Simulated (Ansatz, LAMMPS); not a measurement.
# Glassy 62P2O5-33BaO-4SnO2 (mol %) (124 atoms) in motion

Wanted: a short trajectory of glassy 62P2O5-33BaO-4SnO2 (mol %) (124 atoms) with its pair distributions.

Program: Ansatz 0.2.0. Level of theory: Kohn-Sham DFT, PBE, PAW (set soft_2), plane waves. Results are calculated unless marked as measured.

### 1. The starting structure

The cell holds 124 atoms: 30 P, 8 Ba, 1 Sn and 85 O. Cell: a = 12.315 Å, b = 12.315 Å, c = 12.315 Å, α = 90.0°, β = 90.0°, γ = 90.0°. 124 atoms (30 P, 8 Ba, 1 Sn, 85 O) placed at random at 3.14 g/cm³, melted at 4000 K for 10 ps at fixed volume with the Morse and Coulomb pair potential with partial charges (Pedone, Malavasi, Menziani, Cormack and Segre, J. Phys. Chem. B 110, 11780 (2006)). Quenched from 4000 K to 300 K at 50 K/ps and fixed volume, held 10 ps at zero pressure.

Limits known from the start: The quench rate of 50 K/ps is many orders above laboratory rates, so the cell is likely richer in defects and strain than a real sample. The starting topology of bonds comes from the classical model. Sampling is at Γ alone, for a cell whose shortest periodic width is 12 Å. No spin–orbit coupling is included, so levels derived from the heavy atoms are approximate.

### 2. Single point at the start

A single point comes first, to see the forces before anything moves.

File input.yaml:

```yaml
crystal:
  lattice:
    - [12.31526, 0.0, 0.0]
    - [0.0, 12.31526, 0.0]
    - [0.0, 0.0, 12.31526]
  atoms:
    - { symbol: P, position: [0.14756, 0.04333, 0.61499] }
    - { symbol: P, position: [0.0819, 0.97631, 0.15378] }
    - { symbol: P, position: [0.88077, 0.12632, 0.11348] }
    - { symbol: P, position: [0.10062, 0.26085, 0.86321] }
    [... 114 atom lines left out ...]
    - { symbol: O, position: [0.14001, 0.21757, 0.17899] }
    - { symbol: O, position: [0.39873, 0.71357, 0.14942] }
    - { symbol: O, position: [0.23711, 0.26616, 0.3516] }
    - { symbol: O, position: [0.33275, 0.11647, 0.02647] }
    - { symbol: O, position: [0.52873, 0.69468, 0.55162] }
    - { symbol: O, position: [0.25131, 0.03003, 0.54702] }
kpoints:
  mp_grid: { grid: [1, 1, 1] }
hamiltonian:
  xc: pbe
scf:
  occupations: { method: fixed }
output:
  forces: true
  stress: true
```

Started as:

```bash
$ ansatz run input.yaml --threads 4 --pin off --max-ram 8192MiB --backend cpu --events-out ev --progress --plain --runs-dir out
```

Run time: 36 s. Hardware: 4 threads of Arm Neoverse V1, shared host; peak memory 2.6 GiB.

The run gave:

| Item | Value |
| --- | --- |
| free energy | -124564.1709 eV |
| free energy per atom | -1004.5498 eV/atom |
| SCF cycles | 11 |
| pressure | 1.932 GPa |
| r.m.s. force component | 1.472 eV/Å |
| longest force | 5.639 eV/Å |
| Fermi energy | 5.124 eV |

The r.m.s. force component of 1.5 eV/Å and the pressure of 1.9 GPa set the starting point.

Length of the force by element:

| element | coordination | atoms | mean length of the force (eV/Å) | spread | least | most |
| --- | --- | --- | --- | --- | --- | --- |
| Ba | all | 8 | 1.30 | 0.638 | 0.635 | 2.39 |
| O | all | 85 | 1.86 | 0.990 | 0.139 | 4.26 |
| P | all | 30 | 3.51 | 1.16 | 1.59 | 5.64 |
| Sn | all | 1 | 1.57 | 0 | 1.57 | 1.57 |

### 3. Dynamics started at 600 K

A Nosé–Hoover thermostat steers the temperature while disturbing the dynamics little. The time step is 1.0 fs.

Edit input.yaml of step 2 so:

```diff
@@ -16 +16,8 @@
   stress: true
+md:
+  timestep: 1.0
+  n_steps: 120
+  ensemble: nvt_nose_hoover
+  temperature: 600
+  initial_velocities: maxwell_boltzmann
+  seed: 4796
```

Run time: 42 min. Hardware: 4 threads; peak memory 2.8 GiB.

The program notes that the SCF threshold is loose for the stress and it switched symmetry off.

The trajectory, sampled:

| time (fs) | T (K) | potential (meV/atom) | conserved (meV/atom) |
| --- | --- | --- | --- |
| 0.0 | 600 | 0.0 | 0.00 |
| 8.0 | 652 | -6.6 | 0.02 |
| 16.0 | 767 | -21.6 | -0.05 |
| 24.0 | 659 | -8.1 | 0.02 |
| 32.0 | 630 | -4.9 | 0.04 |
| 40.0 | 765 | -23.0 | -0.03 |
| 48.0 | 810 | -29.8 | -0.03 |
| 56.0 | 768 | -25.9 | -0.01 |
| 64.0 | 784 | -30.0 | -0.05 |
| 72.0 | 779 | -31.4 | -0.03 |
| 80.0 | 813 | -38.4 | -0.06 |
| 88.0 | 752 | -33.1 | -0.01 |
| 96.0 | 721 | -31.5 | -0.02 |
| 104.0 | 753 | -37.6 | -0.05 |
| 112.0 | 764 | -41.0 | -0.05 |
| 120.0 | 757 | -41.8 | -0.05 |

Mean square displacement from the first frame to the last: P 0.13 Å², Ba 0.24 Å², Sn 0.042 Å², O 0.26 Å².

Mean square displacement against time lag:

| time lag (fs) | Ba (Å²) | O (Å²) | P (Å²) | Sn (Å²) |
| --- | --- | --- | --- | --- |
| 1.0 | 2.1e-5 | 1.1e-4 | 6.3e-5 | 7.6e-6 |
| 5.0 | 5.4e-4 | 0.00261 | 0.00153 | 1.9e-4 |
| 8.0 | 0.00138 | 0.00643 | 0.00375 | 4.9e-4 |
| 13.0 | 0.00367 | 0.0154 | 0.00887 | 0.00126 |
| 18.0 | 0.00709 | 0.0261 | 0.0148 | 0.00234 |
| 23.0 | 0.0116 | 0.0374 | 0.0207 | 0.00369 |
| 25.0 | 0.0138 | 0.0420 | 0.0230 | 0.00429 |
| 30.0 | 0.0199 | 0.0538 | 0.0285 | 0.00593 |
| 35.0 | 0.0272 | 0.0663 | 0.0337 | 0.00771 |
| 37.0 | 0.0304 | 0.0714 | 0.0357 | 0.00846 |
| 42.0 | 0.0391 | 0.0841 | 0.0403 | 0.0104 |
| 47.0 | 0.0488 | 0.0965 | 0.0446 | 0.0124 |
| 52.0 | 0.0595 | 0.108 | 0.0493 | 0.0144 |
| 55.0 | 0.0664 | 0.115 | 0.0525 | 0.0157 |
| 60.0 | 0.0784 | 0.127 | 0.0587 | 0.0180 |

Over the second half of 120 fs the temperature averages 765 K with swings of 25 K r.m.s. The conserved energy stays within 0.09 meV/atom. From first frame to last O has the largest mean square displacement, 0.26 Å² at the end; the farthest move is 1.07 Å. The mean temperature of 765 K lies well off the 600 K of the input, so the thermostat hasn't yet brought the run to equilibrium. The count of bonds goes from 178 in the first frame to 175 in the last, by one set of cutoffs: 8 pairs passed out of them and 5 came within. The run spans 0.12 ps, too short for its means to be equilibrium values.

### 4. Distances and neighbours late in the run

The g(r) is a mean over the second half; what follows it is taken at the last frame.

Bonds before and after, by the cutoffs listed below:

| pair | bonds before | bonds after | mean before (Å) | mean after (Å) | spread before (Å) | spread after (Å) |
| --- | --- | --- | --- | --- | --- | --- |
| O-P | 122 | 121 | 1.547 | 1.573 | 0.060 | 0.094 |
| O-Ba | 50 | 48 | 2.917 | 2.797 | 0.223 | 0.271 |
| O-Sn | 6 | 6 | 2.121 | 2.127 | 0.104 | 0.130 |

Density 3.12 g/cm³, 15.06 Å³ an atom.

Mean of 14 frames. g(r), total and by pair (bins of 0.2 Å):

| r (Å) | total | O-O | O-P | O-Ba | O-Sn | P-P | P-Ba |
| --- | --- | --- | --- | --- | --- | --- | --- |
| 1.40 | 1.18 | 0.00 | 3.57 | 0.00 | 0.00 | 0.00 | 0.00 |
| 1.60 | 3.15 | 0.00 | 9.50 | 0.00 | 0.00 | 0.00 | 0.00 |
| 1.80 | 0.37 | 0.00 | 1.11 | 0.00 | 0.18 | 0.00 | 0.00 |
| 2.00 | 0.10 | 0.00 | 0.10 | 0.00 | 5.55 | 0.00 | 0.00 |
| 2.20 | 0.09 | 0.08 | 0.00 | 0.09 | 3.55 | 0.00 | 0.00 |
| 2.40 | 1.10 | 2.00 | 0.01 | 1.50 | 2.20 | 0.00 | 0.00 |
| 2.60 | 1.83 | 3.57 | 0.05 | 1.58 | 0.00 | 0.00 | 0.00 |
| 2.80 | 0.77 | 1.16 | 0.16 | 1.81 | 0.00 | 0.25 | 0.00 |
| 3.00 | 0.66 | 0.72 | 0.22 | 1.17 | 0.00 | 2.42 | 0.29 |
| 3.20 | 0.87 | 0.79 | 0.64 | 0.81 | 0.00 | 3.34 | 0.32 |
| 3.40 | 0.77 | 0.75 | 0.94 | 0.49 | 0.00 | 0.13 | 0.87 |
| 3.60 | 0.99 | 0.80 | 1.40 | 0.82 | 0.67 | 0.16 | 1.67 |
| 3.80 | 1.09 | 0.73 | 1.73 | 0.66 | 2.33 | 0.49 | 1.62 |
| 4.00 | 1.23 | 0.78 | 1.96 | 0.72 | 1.49 | 0.81 | 2.31 |
| 4.20 | 1.07 | 0.80 | 1.39 | 0.83 | 1.27 | 1.18 | 2.25 |
| 4.40 | 1.04 | 1.04 | 0.90 | 1.21 | 1.69 | 1.38 | 1.29 |
| 4.60 | 1.10 | 1.21 | 0.87 | 1.07 | 1.84 | 1.79 | 0.68 |
| 4.80 | 1.13 | 1.45 | 0.66 | 1.16 | 1.44 | 1.27 | 0.72 |
| 5.00 | 1.10 | 1.28 | 0.76 | 1.41 | 0.70 | 1.15 | 1.20 |
| 5.20 | 1.00 | 1.09 | 0.88 | 1.29 | 0.23 | 0.89 | 0.63 |
| 5.40 | 0.89 | 0.89 | 0.86 | 1.19 | 0.79 | 0.87 | 0.72 |
| 5.60 | 0.95 | 0.88 | 0.97 | 1.14 | 1.39 | 1.04 | 1.17 |
| 5.80 | 0.90 | 0.84 | 1.04 | 0.79 | 0.76 | 0.65 | 0.75 |
| 6.00 | 0.96 | 0.88 | 1.18 | 0.76 | 1.40 | 0.61 | 0.98 |

Bonds by pair of elements; cutoffs follow the first minimum of g(r), held within bounds set by covalent radii, and pairs that aren't listed don't count as bonded:

| pair A-B | cutoff (Å) | bonds | mean length (Å) | spread (Å) | shortest (Å) | B about A | A about B |
| --- | --- | --- | --- | --- | --- | --- | --- |
| O-P | 2.11 | 121 | 1.57 | 0.094 | 1.42 | 1.42 | 4.03 |
| O-Ba | 3.33 | 48 | 2.80 | 0.271 | 2.33 | 0.565 | 6 |
| O-Sn | 2.73 | 6 | 2.13 | 0.13 | 1.95 | 0.071 | 6 |

How many atoms have how many bonded neighbours:

| element | mean | 1 | 2 | 3 | 4 | 5 | 6 | 7 |
| --- | --- | --- | --- | --- | --- | --- | --- | --- |
| Ba | 6 | 0 | 0 | 0 | 1 | 1 | 3 | 3 |
| O | 2.06 | 12 | 56 | 17 | 0 | 0 | 0 | 0 |
| P | 4.03 | 0 | 0 | 0 | 29 | 1 | 0 | 0 |
| Sn | 6 | 0 | 0 | 0 | 0 | 0 | 1 | 0 |

Bond angles, per cent of each kind in bins of 5°:

| angle (°) | O-P-O | O-Ba-O | Ba-O-P | P-O-P | O-Sn-O |
| --- | --- | --- | --- | --- | --- |
| 45–50 | 0.0 | 3.2 | 0.0 | 0.0 | 0.0 |
| 50–55 | 0.0 | 4.8 | 0.0 | 0.0 | 0.0 |
| 55–60 | 0.0 | 2.4 | 0.0 | 0.0 | 0.0 |
| 60–65 | 0.0 | 6.5 | 0.0 | 0.0 | 0.0 |
| 65–70 | 0.0 | 8.1 | 1.9 | 0.0 | 0.0 |
| 70–75 | 0.0 | 2.4 | 3.8 | 0.0 | 6.7 |
| 75–80 | 0.0 | 1.6 | 0.0 | 0.0 | 0.0 |
| 80–85 | 0.5 | 6.5 | 0.0 | 0.0 | 13.3 |
| 85–90 | 1.6 | 6.5 | 0.0 | 0.0 | 20.0 |
| 90–95 | 2.7 | 6.5 | 0.0 | 0.0 | 20.0 |
| 95–100 | 11.4 | 3.2 | 15.1 | 0.0 | 6.7 |
| 100–105 | 16.8 | 4.8 | 5.7 | 0.0 | 6.7 |
| 105–110 | 22.3 | 6.5 | 7.5 | 0.0 | 6.7 |
| 110–115 | 21.7 | 3.2 | 7.5 | 0.0 | 0.0 |
| 115–120 | 15.2 | 4.0 | 5.7 | 0.0 | 0.0 |
| 120–125 | 2.7 | 8.1 | 1.9 | 2.8 | 0.0 |
| 125–130 | 3.3 | 3.2 | 3.8 | 8.3 | 0.0 |
| 130–135 | 0.5 | 4.8 | 9.4 | 8.3 | 0.0 |
| 135–140 | 0.0 | 2.4 | 7.5 | 11.1 | 0.0 |
| 140–145 | 0.0 | 0.8 | 5.7 | 19.4 | 0.0 |
| 145–150 | 0.0 | 4.0 | 5.7 | 5.6 | 0.0 |
| 150–155 | 0.5 | 4.0 | 5.7 | 11.1 | 0.0 |
| 155–160 | 0.0 | 0.8 | 1.9 | 13.9 | 6.7 |
| 160–165 | 0.0 | 1.6 | 7.5 | 13.9 | 6.7 |
| 165–170 | 0.0 | 0.0 | 1.9 | 2.8 | 0.0 |
| 170–175 | 0.5 | 0.0 | 1.9 | 2.8 | 6.7 |

Bond angles (no mean is given where the spread exceeds 20°):

| angle | count | mean (°) | spread (°) |
| --- | --- | --- | --- |
| O-P-O | 184 | 109 | 10.3 |
| O-Ba-O | 124 | - | - |
| Ba-O-P | 53 | - | - |
| P-O-P | 36 | 147 | 13 |
| O-Sn-O | 15 | - | - |

Oxygen atoms by the number of network formers (Si, P, Ge, B, Al, As, Ga) bound to them:

| network formers bound to O | O atoms | per cent |
| --- | --- | --- |
| 0 | 0 | 0 |
| 1 | 49 | 57.6 |
| 2 | 36 | 42.4 |

Network units: each former by its oxygen neighbours and how many of them bridge to another former:

| former | O neighbours | bridging O | atoms |
| --- | --- | --- | --- |
| P | 4 | 1 | 3 |
| P | 4 | 2 | 15 |
| P | 4 | 3 | 10 |
| P | 4 | 4 | 1 |
| P | 5 | 5 | 1 |

Bond length by coordination (bonds to H left out):

| element | coordination | atoms | mean bond length (Å) |
| --- | --- | --- | --- |
| Ba | 4 | 1 | 2.67 |
| Ba | 5 | 1 | 2.63 |
| Ba | 6 | 3 | 2.81 |
| Ba | 7 | 3 | 2.85 |
| O | 1 | 12 | 1.47 |
| O | 2 | 56 | 1.80 |
| O | 3 | 17 | 2.32 |
| P | 4 | 29 | 1.57 |
| P | 5 | 1 | 1.67 |

Rings of the network by King's shortest-path rule, up to 12 atoms, one path for each pair of neighbours; H, halogens, alkali and alkaline-earth atoms are left out, and the last column divides by all other atoms, bonded or not:

| ring size (atoms) | rings | per network atom |
| --- | --- | --- |
| 8 | 3 | 0.026 |
| 12 | 1 | 0.009 |

For some of the pairs, g(r) has its first main peak near 2.6 Å (O-O), 1.6 Å (O-P), 2.7 Å (O-Ba), 2.1 Å (O-Sn) and 3.1 Å (P-P). Counting bonds as in the table, 38 % of Ba atoms have 6 and as many 7, 66 % of O atoms have 2, 97 % of P atoms have 4 and all Sn atoms have 6 bonded neighbours. The O-P-O angle averages 109° with a spread of 10°. Counting bonds to P alone, not to Sn, 42 % of the oxygens join two of these atoms and 58 % one. The commonest P unit has 4 oxygens, 2 of them shared with other formers (15 of 30 atoms). Rings of 8 atoms are the most common (75 % of those counted); sizes run from 8 to 12, where the search stops.

### 5. Single point at the last frame

The last frame is solved again with fuller output, to read the electronic structure of a thermally displaced geometry.

File input.yaml:

```yaml
crystal:
  lattice:
    - [12.31526, 0.0, 0.0]
    - [0.0, 12.31526, 0.0]
    - [0.0, 0.0, 12.31526]
  atoms:
    - { symbol: P, position: [0.18147, 0.05335, 0.61719] }
    - { symbol: P, position: [0.04044, 0.99859, 0.13886] }
    - { symbol: P, position: [0.81235, 0.11308, 0.08495] }
    - { symbol: P, position: [0.12318, 0.26893, 0.8634] }
    [... 114 atom lines left out ...]
    - { symbol: O, position: [0.14061, 0.20864, 0.18042] }
    - { symbol: O, position: [0.43508, 0.70762, 0.22608] }
    - { symbol: O, position: [0.20469, 0.27283, 0.38212] }
    - { symbol: O, position: [0.32507, 0.11183, 0.05603] }
    - { symbol: O, position: [0.55299, 0.69524, 0.55928] }
    - { symbol: O, position: [0.30797, 0.0367, 0.56213] }
kpoints:
  mp_grid: { grid: [1, 1, 1] }
hamiltonian:
  xc: pbe
scf:
  occupations: { method: fixed }
output:
  forces: true
  stress: true
  populations: true
  dos:
    method: { smearing: { sigma: 0.1 } }
    de: 0.1
    projected: { site_lists: { Ba: [Ba], O: [O], P: [P], Sn: [Sn] } }
  eigenvalues: true
  write_density: true
  write_potential: true
  volumetric_format: npy
```

The job ended after 69 s (4 threads; peak memory 2.8 GiB; 4.5 min of CPU time).

Numbers from this run:

```
free energy                                      : -124569.3597 eV
free energy per atom                             : -1004.5916 eV/atom
SCF cycles                                       : 11
pressure                                         : 1.304 GPa
r.m.s. force component                           : 1.33 eV/Å
longest force                                    : 5.677 eV/Å
Fermi energy                                     : 4.765 eV
gap (highest filled to lowest empty level) : 1.24 eV
spilling of the projection                       : 0.01737
```

Neighbours are counted within 2.11 Å (O-P), 3.33 Å (O-Ba), 2.73 Å (O-Sn), the cutoffs taken from the dynamics.

Length of the force by element and coordination:

| element | coordination | atoms | mean length of the force (eV/Å) | spread | least | most |
| --- | --- | --- | --- | --- | --- | --- |
| Ba | all | 8 | 1.04 | 0.616 | 0.214 | 2.24 |
| Ba | 4 | 1 | 0.942 | 0 | 0.942 | 0.942 |
| Ba | 5 | 1 | 1.71 | 0 | 1.71 | 1.71 |
| Ba | 6 | 3 | 0.664 | 0.320 | 0.214 | 0.930 |
| Ba | 7 | 3 | 1.23 | 0.761 | 0.409 | 2.24 |
| O | all | 85 | 1.82 | 1.04 | 0.141 | 5.47 |
| O | 1 | 12 | 1.62 | 1.06 | 0.374 | 3.69 |
| O | 2 | 56 | 1.86 | 1.06 | 0.141 | 5.47 |
| O | 3 | 17 | 1.85 | 0.935 | 0.799 | 4.85 |
| P | all | 30 | 2.66 | 1.30 | 0.367 | 5.68 |
| P | 4 | 29 | 2.69 | 1.32 | 0.367 | 5.68 |
| P | 5 | 1 | 2.01 | 0 | 2.01 | 2.01 |
| Sn | all | 1 | 2.87 | 0 | 2.87 | 2.87 |

Density of states as counts of states in windows of 1 eV (from the Fermi level), total and the larger projections:

| from (eV) | to (eV) | total | O p | P p | O s | Ba p |
| --- | --- | --- | --- | --- | --- | --- |
| -18 | -17 | 4.7 | 0.2 | 1.0 | 3.5 | 0.0 |
| -17 | -16 | 1.9 | 0.1 | 0.4 | 1.4 | 0.0 |
| -16 | -15 | 0.1 | 0.0 | 0.0 | 0.0 | 0.0 |
| -15 | -14 | 4.1 | 2.4 | 0.5 | 0.5 | 0.0 |
| -14 | -13 | 8.8 | 4.9 | 1.2 | 1.0 | 0.4 |
| -13 | -12 | 34.1 | 8.6 | 1.9 | 1.5 | 20.0 |
| -12 | -11 | 38.8 | 10.0 | 2.7 | 1.1 | 23.5 |
| -11 | -10 | 18.3 | 11.6 | 3.8 | 1.0 | 0.5 |
| -10 | -9 | 14.1 | 9.4 | 3.2 | 0.6 | 0.1 |
| -9 | -8 | 8.3 | 5.6 | 1.2 | 0.7 | 0.0 |
| -8 | -7 | 30.6 | 21.8 | 3.3 | 3.6 | 0.3 |
| -7 | -6 | 60.0 | 45.0 | 5.5 | 6.1 | 0.7 |
| -6 | -5 | 61.2 | 50.8 | 3.8 | 3.7 | 0.5 |
| -5 | -4 | 71.3 | 62.3 | 3.3 | 2.7 | 0.5 |
| -4 | -3 | 78.9 | 71.6 | 2.9 | 1.6 | 0.4 |
| -3 | -2 | 75.9 | 71.0 | 2.0 | 0.6 | 0.3 |
| -2 | -1 | 43.4 | 40.9 | 0.9 | 0.3 | 0.1 |
| -1 | 0 | 8.9 | 8.5 | 0.1 | 0.0 | 0.0 |
| 0 | 1 | 1.4 | 1.3 | 0.0 | 0.0 | 0.0 |
| 1 | 2 | 2.0 | 0.5 | 0.1 | 0.3 | 0.0 |
| 2 | 3 | 4.8 | 1.0 | 0.8 | 0.8 | 0.0 |
| 3 | 4 | 14.2 | 2.2 | 1.8 | 1.5 | 0.0 |
| 4 | 5 | 39.3 | 4.2 | 6.2 | 2.8 | 0.0 |

With fixed occupations the program's Fermi level is the highest filled level; weight inside the gap is the broadening of levels at its edges.

Between -26 and -18 eV lie 173 more states.

The levels nearest the highest filled one (over half full), pooled over k-points and spins:

| level less the highest filled one (eV) | occupation |
| --- | --- |
| -1.08 | 2 |
| -0.898 | 2 |
| -0.836 | 2 |
| -0.532 | 2 |
| -0.111 | 2 |
| 0 | 2 |
| 1.24 | 0 |
| 2.39 | 0 |
| 2.69 | 0 |
| 3.00 | 0 |
| 3.13 | 0 |
| 3.37 | 0 |

### 6. Summary of results

```json
{
  "mean temperature, second half": "765.5 K",
  "temperature swing, second half": "25.11 K",
  "mean pressure, second half": "0.3271 GPa",
  "slope of the conserved energy against time, by least squares": "-0.3813 meV/atom/ps",
  "free energy per atom": "-1004.5916 eV/atom",
  "pressure": "1.304 GPa",
  "r.m.s. force component": "1.33 eV/Å",
  "gap (highest filled to lowest empty level)": "1.24 eV",
  "wall time of the 3 DFT runs": "43 min"
}
```

Over the second half of 120 fs the temperature averages 765 K with swings of 25 K r.m.s. The conserved energy stays within 0.09 meV/atom. The mean temperature of 765 K lies well off the 600 K of the input, so the thermostat hasn't yet brought the run to equilibrium. The count of bonds goes from 178 in the first frame to 175 in the last, by one set of cutoffs: 8 pairs passed out of them and 5 came within. The run spans 0.12 ps, too short for its means to be equilibrium values. Counting bonds as in the table, 38 % of Ba atoms have 6 and as many 7, 66 % of O atoms have 2, 97 % of P atoms have 4 and all Sn atoms have 6 bonded neighbours. Counting bonds to P alone, not to Sn, 42 % of the oxygens join two of these atoms and 58 % one.

The highest filled and lowest empty levels differ by 1.24 eV (at Γ alone); a semilocal functional tends to put such gaps too low. In a disordered cell it changes from sample to sample, and tail or defect levels can set it.

What to keep in mind: The network of bonds at the start is that of the classical potential that made the cell; in DFT 8 of its 178 bonded pairs passed out of the cutoffs and 5 came within them. The stress is far from hydrostatic: its diagonal is -0.5, 3.0, 1.4 GPa, compression counted positive. The pressure of a single frame lacks the kinetic term, about 0.70 GPa here.

[Logs are printed without paths, hosts, clocks, repeated set-up lines and the standing remarks that a program may print on its own settings, such as how far it seeks lower states.]

[Hosts, paths, dates, database ids (printed as entryN), source tags and the programs' standing remarks are cut or masked in the printed files.]
